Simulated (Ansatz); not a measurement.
**HfPbSO2 (built on the sites of a database entry of HfPbO3): a soft mode frozen in**

Wanted: the energy along a soft mode of HfPbSO2 (built on the sites of a database entry of HfPbO3) and the structure at the end.

Calculated with Ansatz 0.2.0; DFT PBEsol, scalar-relativistic, plane waves, PAW.

The structure was built from a prototype and need not be the compound's stable phase.

### 1. The structure

The structure is tetragonal, space group P4/mmm (No. 123). The conventional cell has a = 4.096 Å, b = 4.096 Å, c = 5.112 Å, α = 90.00°, β = 90.00°, γ = 90.00°. Nearest to Hf lie 4 O at 2.05 Å and 2 S at 2.56 Å. Pb has 4 S at 2.90 Å nearest. Nearest to S lie 2 Hf at 2.56 Å and 4 Pb at 2.90 Å. Nearest to O lie 2 Hf at 2.05 Å. Farther neighbours and most contacts between anions are not listed.

As a file:

```cif
data_structure
_symmetry_space_group_name_H-M 'P 1'
_symmetry_Int_Tables_number 1
_cell_length_a 5.1122
_cell_length_b 4.0962
_cell_length_c 4.0962
_cell_angle_alpha 90.000
_cell_angle_beta 90.000
_cell_angle_gamma 90.000
_cell_volume 85.78
loop_
_atom_site_label
_atom_site_type_symbol
_atom_site_fract_x
_atom_site_fract_y
_atom_site_fract_z
_atom_site_occupancy
Hf1 Hf 0.50000 0.50000 0.50000 1
Pb2 Pb 0.00000 0.00000 0.00000 1
S3 S 0.00000 0.50000 0.50000 1
O4 O 0.50000 0.00000 0.50000 1
O5 O 0.50000 0.50000 0.00000 1
```

### 2. Phonons on a q mesh

The cell comes from relaxations at this level that are not shown. Stability and thermal properties need the whole zone. Linear response on a 2×4×4 q mesh gives force constants as far as a supercell of that size would, and the tensors from the zone-centre run are typed in so that the long-range dipole term is interpolated apart.

File input.yaml:

```yaml
crystal:
  lattice:
    - [5.112178275, 0.0, 0.0]
    - [0.0, 4.0961772096, 0.0]
    - [0.0, 0.0, 4.0961772096]
  atoms:
    - { symbol: Hf, position: [0.5, 0.5, 0.5] }
    - { symbol: Pb, position: [0.0, 0.0, 0.0] }
    - { symbol: S, position: [0.0, 0.5, 0.5] }
    - { symbol: O, position: [0.5, 0.0, 0.5] }
    - { symbol: O, position: [0.5, 0.5, 0.0] }
kpoints:
  mp_grid: { grid: [6, 8, 8] }
hamiltonian:
  xc: pbesol
scf:
  occupations: { method: fixed }
output:
  eigenvalues: true
phonons:
  method: dfpt
  qmesh: [2, 4, 4]
  temperatures: { t_max: 1000, t_step: 50 }
  qpath:
    path:
      - [[0.0, 0.0, 0.0], [0.0, 0.0, 0.5], [0.0, 0.5, 0.5], [0.0, 0.0, 0.0], [0.5, 0.0, 0.0], [0.5, 0.0, 0.5], [0.5, 0.5, 0.5], [0.5, 0.0, 0.0]]
      - [[0.0, 0.0, 0.5], [0.5, 0.0, 0.5]]
      - [[0.0, 0.5, 0.5], [0.5, 0.5, 0.5]]
    npoints: 10
  non_analytic_term:
    high_frequency_dielectric_tensor: [[7.0598, 0.0, 0.0], [0.0, 10.8852, 0.0], [0.0, 0.0, 10.8852]]
    born_effective_charges:
      - { species: Hf, tensor: [[5.0627, 0.0, 0.0], [0.0, 6.4774, 0.0], [0.0, 0.0, 6.4774]] }
      - { species: Pb, tensor: [[2.9055, 0.0, 0.0], [0.0, 5.1354, 0.0], [0.0, 0.0, 5.1354]] }
      - { species: S, tensor: [[-3.2555, 0.0, 0.0], [0.0, -3.9495, 0.0], [0.0, 0.0, -3.9495]] }
      - { species: O, tensor: [[-2.3564, 0.0, 0.0], [0.0, -5.9158, 0.0], [0.0, 0.0, -1.7475]] }
      - { species: O, tensor: [[-2.3564, 0.0, 0.0], [0.0, -1.7475, 0.0], [0.0, 0.0, -5.9158]] }
    source: "zone-centre run at this cell"
```

On the command line:

```bash
$ ansatz run input.yaml --threads 8 --pin off --max-ram 14336MiB --backend cpu --events-out ev --progress --plain --runs-dir out
```

Numbers of over 12 decimals in the logs are rounded to 6 here.

Output:

```text
Engine: ansatz 0.2.0, x86_64-unknown-linux-gnu
Pseudopotentials: kind: paw
Pseudopotential: Hf, paw, valence charge 26, recommended cutoff 420 eV (normal), Hf.paw.azcp
Pseudopotential: Pb, paw, valence charge 14, recommended cutoff 420 eV (normal), Pb.paw.azcp
Pseudopotential: S, paw, valence charge 6, recommended cutoff 420 eV (normal), S.paw.azcp
Pseudopotential: O, paw, valence charge 6, recommended cutoff 420 eV (normal), O.paw.azcp
Functional definition: PBEsol
  exchange = pbesol_x
  correlation = pbesol_c
Crystal: 5 atoms, lattice volume = 85.776 Å³
Basis set: ecut = 420 eV, 1673 PW (Γ), exchange–correlation on 72×60×60 points (8 copies of the dense FFT grid, shifted against one another)
Bands: 35, of which v1, the nominal top of the filled ones, is band 29 counted from 1 (28 counted from 0)
Symmetry: 16 space group operations
k-points: 60 of 384
Non-local potential: Hf, projectors of the file, l = 0: 3, l = 1: 2, l = 2: 2, l = 3: 3
Non-local potential: Pb, projectors of the file, l = 0: 2, l = 1: 2, l = 2: 2, l = 3: 2
Non-local potential: S, projectors of the file, l = 0: 2, l = 1: 2, l = 2: 2
Non-local potential: O, projectors of the file, l = 0: 2, l = 1: 2, l = 2: 1
PAW form: soft (Blöchl's): semilocal exchange-correlation on the pseudo side does not see the compensation charge
PAW frozen core: Hf, regenerated for the run's functional, and the local potential with it (the file was generated under x = pbe(κ = 0.804, μ = 0.219515), c = pbe(β = 0.066725))
PAW frozen core: Pb, regenerated for the run's functional, and the local potential with it (the file was generated under x = pbe(κ = 0.804, μ = 0.219515), c = pbe(β = 0.066725))
PAW frozen core: S, regenerated for the run's functional, and the local potential with it (the file was generated under x = pbe(κ = 0.804, μ = 0.219515), c = pbe(β = 0.066725))
PAW frozen core: O, regenerated for the run's functional, and the local potential with it (the file was generated under x = pbe(κ = 0.804, μ = 0.219515), c = pbe(β = 0.066725))
PAW one-centre angular grid: Hf, 590 points (default); XC on 64 Gauss nodes
PAW one-centre angular grid: Pb, 590 points (default); XC on 64 Gauss nodes
PAW one-centre angular grid: S, 110 points (default); XC on 64 Gauss nodes
PAW one-centre angular grid: O, 110 points (default); XC on 64 Gauss nodes
Initial density: superposition of atomic densities (neutral atoms: chi_scale 0, normalization atom), corrected by the library's trained network
Initial wavefunctions: pseudopotential atomic-orbital guess
Functional: x = pbesol(κ = 0.804, μ = 0.123457), c = pbesol(β = 0.046)
SCF iter   1: F=—  HF=-29364.465983 eV  |F-HF|=—  |Δ(HF+E_count)|=         —  Δρ=1.18e-2  dr2=1.19e-1  ethr=1.77e-3  ⟨swp⟩=4.8  Hψ=7025  notcnv=0  defer=215
preconditioner: auto → Resta (q_TF=auto, 2.556 Å⁻¹)  ε∞=4.6  [insulator: Δε(μ)=1.240 eV  Ē_g=15.715 eV  n_scr=28 (ndim 8)  ℏωp=30.0 eV  f_vac=0.013  ε∞_Penn≈4.6]
SCF iter   2: F=—  HF=-29364.438391 eV  |F-HF|=—  |Δ(HF+E_count)|=   2.76e-2  Δρ=3.50e-3  dr2=1.75e-2  ethr=2.06e-4  ⟨swp⟩=2.0  Hψ=3688  notcnv=0  defer=232
SCF iter   3: F=—  HF=-29364.434636 eV  |F-HF|=—  |Δ(HF+E_count)|=   3.76e-3  Δρ=1.64e-3  dr2=4.25e-3  ethr=3.02e-5  ⟨swp⟩=2.0  Hψ=2657  notcnv=0  defer=234
SCF iter   4: F=—  HF=-29364.433530 eV  |F-HF|=—  |Δ(HF+E_count)|=   1.11e-3  Δρ=7.68e-4  dr2=1.15e-3  ethr=7.32e-6  ⟨swp⟩=2.3  Hψ=2972  notcnv=0  defer=237
SCF iter   5: F=—  HF=-29364.433129 eV  |F-HF|=—  |Δ(HF+E_count)|=   4.01e-4  Δρ=2.35e-4  dr2=1.45e-4  ethr=1.99e-6  ⟨swp⟩=2.0  Hψ=3124  notcnv=0  defer=233
SCF iter   6: F=—  HF=-29364.433058 eV  |F-HF|=—  |Δ(HF+E_count)|=   7.09e-5  Δρ=9.12e-5  dr2=1.26e-5  ethr=2.49e-7  ⟨swp⟩=2.1  Hψ=3655  notcnv=0  defer=154
SCF iter   7: F=—  HF=-29364.433055 eV  |F-HF|=—  |Δ(HF+E_count)|=   3.61e-6  Δρ=2.22e-5  dr2=7.71e-7  ethr=2.18e-8  ⟨swp⟩=2.0  Hψ=3324  notcnv=0  defer=100
SCF iter   8: F=—  HF=-29364.433055 eV  |F-HF|=—  |Δ(HF+E_count)|=   9.45e-7  Δρ=5.01e-6  dr2=2.69e-8  ethr=1.33e-9  ⟨swp⟩=2.0  Hψ=3171  notcnv=0  defer=98
SCF iter   9: F=—  HF=-29364.433056 eV  |F-HF|=—  |Δ(HF+E_count)|=   3.11e-8  Δρ=1.23e-6  dr2=1.20e-9  ethr=4.63e-11  ⟨swp⟩=2.0  Hψ=3724  notcnv=0  defer=98
SCF iter  10: F=—  HF=-29364.433056 eV  |F-HF|=—  |Δ(HF+E_count)|=  7.86e-10  Δρ=2.78e-7  dr2=4.37e-11  ethr=2.06e-12  ⟨swp⟩=2.0  Hψ=3494  notcnv=0  defer=98
SCF iter  11: F=—  HF=-29364.433056 eV  |F-HF|=—  |Δ(HF+E_count)|=  7.28e-12  Δρ=7.93e-8  dr2=4.15e-12  ethr=1.00e-12  ⟨swp⟩=11.6  Hψ=12254  notcnv=0
SCF iter  12: F=-29364.433056 eV  HF=-29364.433056 eV  |F-HF|=7.28e-12  |Δ(HF+E_count)|=    0.00e0  Δρ=8.83e-8  dr2=5.77e-12  ethr=1.00e-12  ⟨swp⟩=5.2  Hψ=8937  notcnv=0
SCF 1 converged in 12 iterations: F = -29364.433056 eV  dr2 = 5.77e-12
  greatest PAW one-centre occupation: 0.999 electrons in one spin orbital (limit 2), on the Hf atom at site 0 (counted from 0), in its partial waves of l = 3
NSCF: frozen V_eff on 60 k-points
NSCF: frozen V_eff on 100 k-points
DFPT response loops at q = (0, 0, 0) (fractional): preconditioner auto → Resta (q_TF=auto, 2.556 Å⁻¹)  ε∞=6.7 (no band partly filled); β = 1.00, the filter's whole step (`scf.mixing.beta` (0.50) is not read by the response loops at its default; to damp them type it under 1.00, their step now; it binds the ground state too); Broyden in place of MSR1
NSCF: frozen V_eff on 320 k-points
DFPT response loops at q = (0, 0, 0.25) (fractional): mixed as the last ones told, above
NSCF: frozen V_eff on 200 k-points
DFPT response loops at q = (0, 0, -0.5) (fractional): mixed as the last ones told, above
NSCF: frozen V_eff on 512 k-points
DFPT response loops at q = (0, 0.25, 0.25) (fractional): mixed as the last ones told, above
NSCF: frozen V_eff on 320 k-points
DFPT response loops at q = (0, 0.25, -0.5) (fractional): mixed as the last ones told, above
NSCF: frozen V_eff on 200 k-points
DFPT response loops at q = (0, -0.5, -0.5) (fractional): mixed as the last ones told, above
NSCF: frozen V_eff on 200 k-points
DFPT response loops at q = (-0.5, 0, 0) (fractional): mixed as the last ones told, above
NSCF: frozen V_eff on 320 k-points
DFPT response loops at q = (-0.5, 0, 0.25) (fractional): mixed as the last ones told, above
NSCF: frozen V_eff on 200 k-points
DFPT response loops at q = (-0.5, 0, -0.5) (fractional): mixed as the last ones told, above
NSCF: frozen V_eff on 512 k-points
DFPT response loops at q = (-0.5, 0.25, 0.25) (fractional): mixed as the last ones told, above
NSCF: frozen V_eff on 320 k-points
DFPT response loops at q = (-0.5, 0.25, -0.5) (fractional): mixed as the last ones told, above
NSCF: frozen V_eff on 200 k-points
DFPT response loops at q = (-0.5, -0.5, -0.5) (fractional): mixed as the last ones told, above
SCF converged after 12 iterations
Free energy (F): -29364.433056 eV
Harris-Foulkes:  -29364.433056 eV  (|F-HF|=7.28e-12)
Internal energy: -29364.433056 eV  (E = F + TS)
E sigma→0 (E₀):  -29364.433056 eV
Fermi energy:    10.665775 eV
--- Per-component energies (eV) ---
  E_band       = -150.014553
  E_kinetic    = 1162.935728
  E_local      = -8730.938618  (includes V_loc(G=0)·N_el)
  E_nonlocal   = -759.569314
  E_hartree    = 3918.180557
  E_xc         = -758.870201
  E_vxc        = -673.195907  (∫ρ·V_xc dr)
  E_paw        = -17948.407448  (= ΣΔE_a)
  E_vpaw       = 1014.387537  (= ΣTr[D̂ρ^β])
  E_aug_tail   = 0.004916  (compensation charges beyond the density's cutoff)
  E_ewald      = -6249.214409
  E_core_change = 1.445733  (= ΣΔE_core)
  E_smearing   = -0.000000  (= −TS)
  E_closure    = -0.000000  (closes the sum)
  Σ components = -29364.433056   (vs F -29364.433056, Δ=0.00e0)
--- Band table (eV; the first three rows and the last of 60) ---
  k-point 0: bands = [... 25 lower, 9.1767, 9.8798, 9.9152, 9.9152, 13.0211, 13.0211, 14.2504, 14.3141, ... 2 higher]
  k-point 1: bands = [... 25 lower, 9.0699, 9.5889, 9.7760, 9.7772, 13.0376, 13.3616, 14.2558, 14.6217, ... 2 higher]
  k-point 2: bands = [... 25 lower, 9.0655, 9.2669, 9.6099, 9.7097, 13.0784, 13.6851, 13.9847, 14.5438, ... 2 higher]
  k-point 59: bands = [... 25 lower, 6.6770, 9.2306, 9.2306, 10.5232, 14.3209, 16.2825, 16.2825, 16.7162, ... 2 higher]
--- Phonons (Γ-DFPT): 9 representative perturbations + reference (Σ response iterations 27) ---
  ASR residual: 9.836e-5 → 0.000e0 eV/Å²; symmetrization residual: 5.305e-6 eV/Å²
  ASR residual per site (eV/Å²): 1.62e-5 1.19e-5 2.66e-5 9.84e-5 9.84e-5
  Γ frequencies (cm⁻¹): -170.25 -121.01 -10.72 -10.72 0.00 0.00 0.00 118.17 118.17 127.01 166.52 166.52 342.49 489.61 489.61
--- Phonons (arbitrary-q DFPT): 12 irreducible q on the 2×4×4 mesh ---
  q = [0.0000, 0.0000, 0.0000] (star 1, of the zone-centre solve; hermiticity 8.54e-7, symmetrization 5.72e-13): -170.25 -121.01 -10.72 -10.72 -0.00 -0.00 0.00 118.17 118.17 127.01 166.52 166.52 342.49 489.61 489.61
  q = [0.0000, 0.0000, 0.2500] (star 4, 15 solved perturbations on 160 of 384 k-point pairs; hermiticity 3.44e-7, symmetrization 5.24e-14): -137.10 -85.27 35.98 57.49 58.34 78.68 128.70 143.55 181.24 215.24 216.08 277.29 339.75 484.51 699.75
  q = [0.0000, 0.0000, -0.5000] (star 2, 15 solved perturbations on 100 of 384 k-point pairs; hermiticity 3.45e-7, symmetrization 3.35e-14): -123.69 -71.80 51.05 63.26 93.55 109.56 169.32 179.17 215.87 232.12 255.03 289.64 335.43 478.19 757.55
  q = [0.0000, 0.2500, 0.2500] (star 4, 9 solved perturbations in 1968 linear systems a pass and spin channel, the states on 256 of 384 k-point pairs; hermiticity 2.86e-7, symmetrization 2.47e-13): -80.00 21.31 54.24 54.63 81.20 89.49 144.98 149.27 156.15 172.11 230.06 321.90 336.49 556.41 745.21
  q = [0.0000, 0.2500, -0.5000] (star 4, 15 solved perturbations on 160 of 384 k-point pairs; hermiticity 1.55e-7, symmetrization 1.21e-13): -63.12 29.96 43.71 75.04 81.11 118.43 158.79 175.67 190.64 200.74 219.24 331.84 342.65 569.32 782.67
  q = [0.0000, -0.5000, -0.5000] (star 1, 9 solved perturbations in 780 linear systems a pass and spin channel, the states on 100 of 384 k-point pairs; hermiticity 1.70e-7, symmetrization 6.11e-13): -126.31 -51.52 47.09 47.09 80.47 134.16 134.16 170.93 170.93 209.30 209.30 326.76 366.21 600.48 811.30
  q = [-0.5000, 0.0000, 0.0000] (star 1, 9 solved perturbations in 780 linear systems a pass and spin channel, the states on 100 of 384 k-point pairs; hermiticity 7.35e-7, symmetrization 5.00e-9): -138.93 32.36 32.36 34.53 39.11 39.11 122.22 147.69 147.69 148.41 148.41 289.70 382.50 492.25 492.25
  q = [-0.5000, 0.0000, 0.2500] (star 4, 15 solved perturbations on 160 of 384 k-point pairs; hermiticity 5.74e-7, symmetrization 3.63e-9): -108.99 -55.07 46.91 66.92 77.10 116.47 132.48 171.09 198.50 205.28 240.78 276.95 370.28 486.99 652.21
  q = [-0.5000, 0.0000, -0.5000] (star 2, 15 solved perturbations on 100 of 384 k-point pairs; hermiticity 4.06e-7, symmetrization 3.46e-9): -78.50 -64.43 57.45 72.15 105.88 112.93 171.03 191.59 223.89 252.91 266.15 277.16 367.90 480.62 736.26
  q = [-0.5000, 0.2500, 0.2500] (star 4, 9 solved perturbations in 1968 linear systems a pass and spin channel, the states on 256 of 384 k-point pairs; hermiticity 2.33e-7, symmetrization 2.84e-9): -101.66 -58.44 42.98 87.13 91.11 118.61 159.28 170.52 170.87 186.03 262.55 307.80 365.46 551.54 706.09
  q = [-0.5000, 0.2500, -0.5000] (star 4, 15 solved perturbations on 160 of 384 k-point pairs; hermiticity 1.63e-7, symmetrization 8.03e-9): -70.25 -64.11 -43.02 68.17 113.55 118.51 157.97 181.66 205.50 218.71 241.60 334.87 363.84 563.45 761.67
  q = [-0.5000, -0.5000, -0.5000] (star 1, 9 solved perturbations in 780 linear systems a pass and spin channel, the states on 100 of 384 k-point pairs; hermiticity 1.33e-7, symmetrization 6.96e-13): -127.26 -89.28 -89.28 -60.39 98.93 98.93 149.27 203.57 203.57 212.94 212.94 359.54 362.15 594.44 793.80
  sum rule: each row above includes the acoustic sum rule's correction from the zone centre's row sums; it moved no ω² by more than (1.29 cm⁻¹)²
  mesh force constants: q→R imaginary residual 1.93e-18; ASR residual 9.836e-5 → 0.000e0 eV/Å²; symmetrization residual 1.421e-14 eV/Å²
  interpolated dispersion: 94 rows × 15 modes
  density of states and harmonic sums: on the 12×16×16 q-mesh, interpolated from the force constants of a 2×4×4 supercell (with the dipole–dipole term of supplied tensors)
  largest difference from the sums on the solved wave vectors: F 3.79e-2 eV, S 4.75e-5 and C_V 1.43e-5 eV/K
  zero-point energy: 0.194335 eV/cell   skipped modes (ω ≤ 0): 697, of them read as no rigid motion or as one in doubt: 694 (2.174e0 modes/cell left out, lowest -170.25 cm⁻¹)   left out of the sums: 1.45e-1 of the cell's modes: C_V's classical limit lies that fraction below 3 k_B per atom; for a crystal, a wire or a layer, F and S can be off by more, and a phonons.interpolated_qmesh denser along its periods is the remedy for the sampling
```

Elapsed: 5.6 min, on 8 threads of AMD EPYC 9R45, shared host; peak memory 2.2 GiB; 41 min of CPU time.

This step gave:

* gap on the k-mesh: 1.335 eV
* volume per atom: 17.16 Å³
* sum-rule residual before enforcement: 9.84e-5 eV/Å²
* lowest frequency on the path: -170.2 cm⁻¹
* point group: 4/mmm
* highest frequency on the path or at a solved wavevector: 811.3 cm⁻¹
* highest optical mode at the zone centre (no LO-TO term): 489.6 cm⁻¹
* lowest optical zone-centre mode: -170.2 cm⁻¹
* lowest mode on the q mesh (acoustic modes at Γ apart): -170.2 cm⁻¹

Frequencies (cm⁻¹) solved at each irreducible wavevector; negative means imaginary. Frequencies by wavevector, by row:

```
q in reciprocal lattice units  star  mode 1  mode 2  mode 3  mode 4  mode 13  mode 14  mode 15
                        0 0 0     1  -170.2    -121   -10.7   -10.7    342.5    489.6    489.6
                     0 0 0.25     4  -137.1   -85.3      36    57.5    339.8    484.5    699.8
                     0 0 -0.5     2  -123.7   -71.8      51    63.3    335.4    478.2    757.5
                  0 0.25 0.25     4     -80    21.3    54.2    54.6    336.5    556.4    745.2
                  0 0.25 -0.5     4   -63.1      30    43.7      75    342.6    569.3    782.7
                  0 -0.5 -0.5     1  -126.3   -51.5    47.1    47.1    366.2    600.5    811.3
                     -0.5 0 0     1  -138.9    32.4    32.4    34.5    382.5    492.2    492.2
                  -0.5 0 0.25     4    -109   -55.1    46.9    66.9    370.3      487    652.2
                  -0.5 0 -0.5     2   -78.5   -64.4    57.5    72.2    367.9    480.6    736.3
               -0.5 0.25 0.25     4  -101.7   -58.4      43    87.1    365.5    551.5    706.1
               -0.5 0.25 -0.5     4   -70.2   -64.1     -43    68.2    363.8    563.5    761.7
               -0.5 -0.5 -0.5     1  -127.3   -89.3   -89.3   -60.4    362.1    594.4    793.8
```

Interpolated from a 2×4×4 q mesh, with the LO-TO term (at Γ the limit along the path; where Γ stands inside the path, tables give the limit on arrival). Phonon branches along the path, in cm⁻¹:

```
    point  branch 1  branch 2  branch 3  branch 4  branch 12  branch 13  branch 14  branch 15
        Γ      -170      -121       -11         0        266        342        490        593
  halfway      -137       -85        36        58        277        340        484        700
        X      -124       -72        51        63        290        335        478        758
  halfway       -63        30        44        75        332        343        569        783
        M      -126       -52        47        47        327        366        600        811
  halfway       -80        21        54        55        322        336        556        745
        Γ      -170      -121       -11         0        266        342        490        593
  halfway      -155        19        22        22        284        378        491        491
        Z      -139        32        32        34        290        382        492        492
  halfway      -109       -55        47        67        277        370        487        652
        R       -78       -64        57        72        277        368        481        736
  halfway       -70       -64       -43        68        335        364        563        762
        A      -127       -89       -89       -60        360        362        594        794
  halfway      -102       -58        43        87        308        366        552        706
        Z      -139        32        32        34        290        382        492        492
jump to X      -124       -72        51        63        290        335        478        758
  halfway       -93       -70        54        68        285        352        479        747
        R       -78       -64        57        72        277        368        481        736
jump to M      -126       -52        47        47        327        366        600        811
  halfway      -127       -56       -47       -47        345        363        598        802
        A      -127       -89       -89       -60        360        362        594        794
```

Symmetry leaves 12 wavevectors to solve. The lowest mode among them, the acoustic zeros apart, lies at Γ and is imaginary, 170.2i cm⁻¹, so the energy falls along it.

(Part 1 of 3 ends here.)

[Logs are printed without paths, hosts, clocks, repeated set-up lines and the standing remarks that a program may print on its own settings, such as how far it seeks lower states.]

[Hosts, paths, dates, database ids (printed as entryN), source tags and the programs' standing remarks are cut or masked in the printed files.]
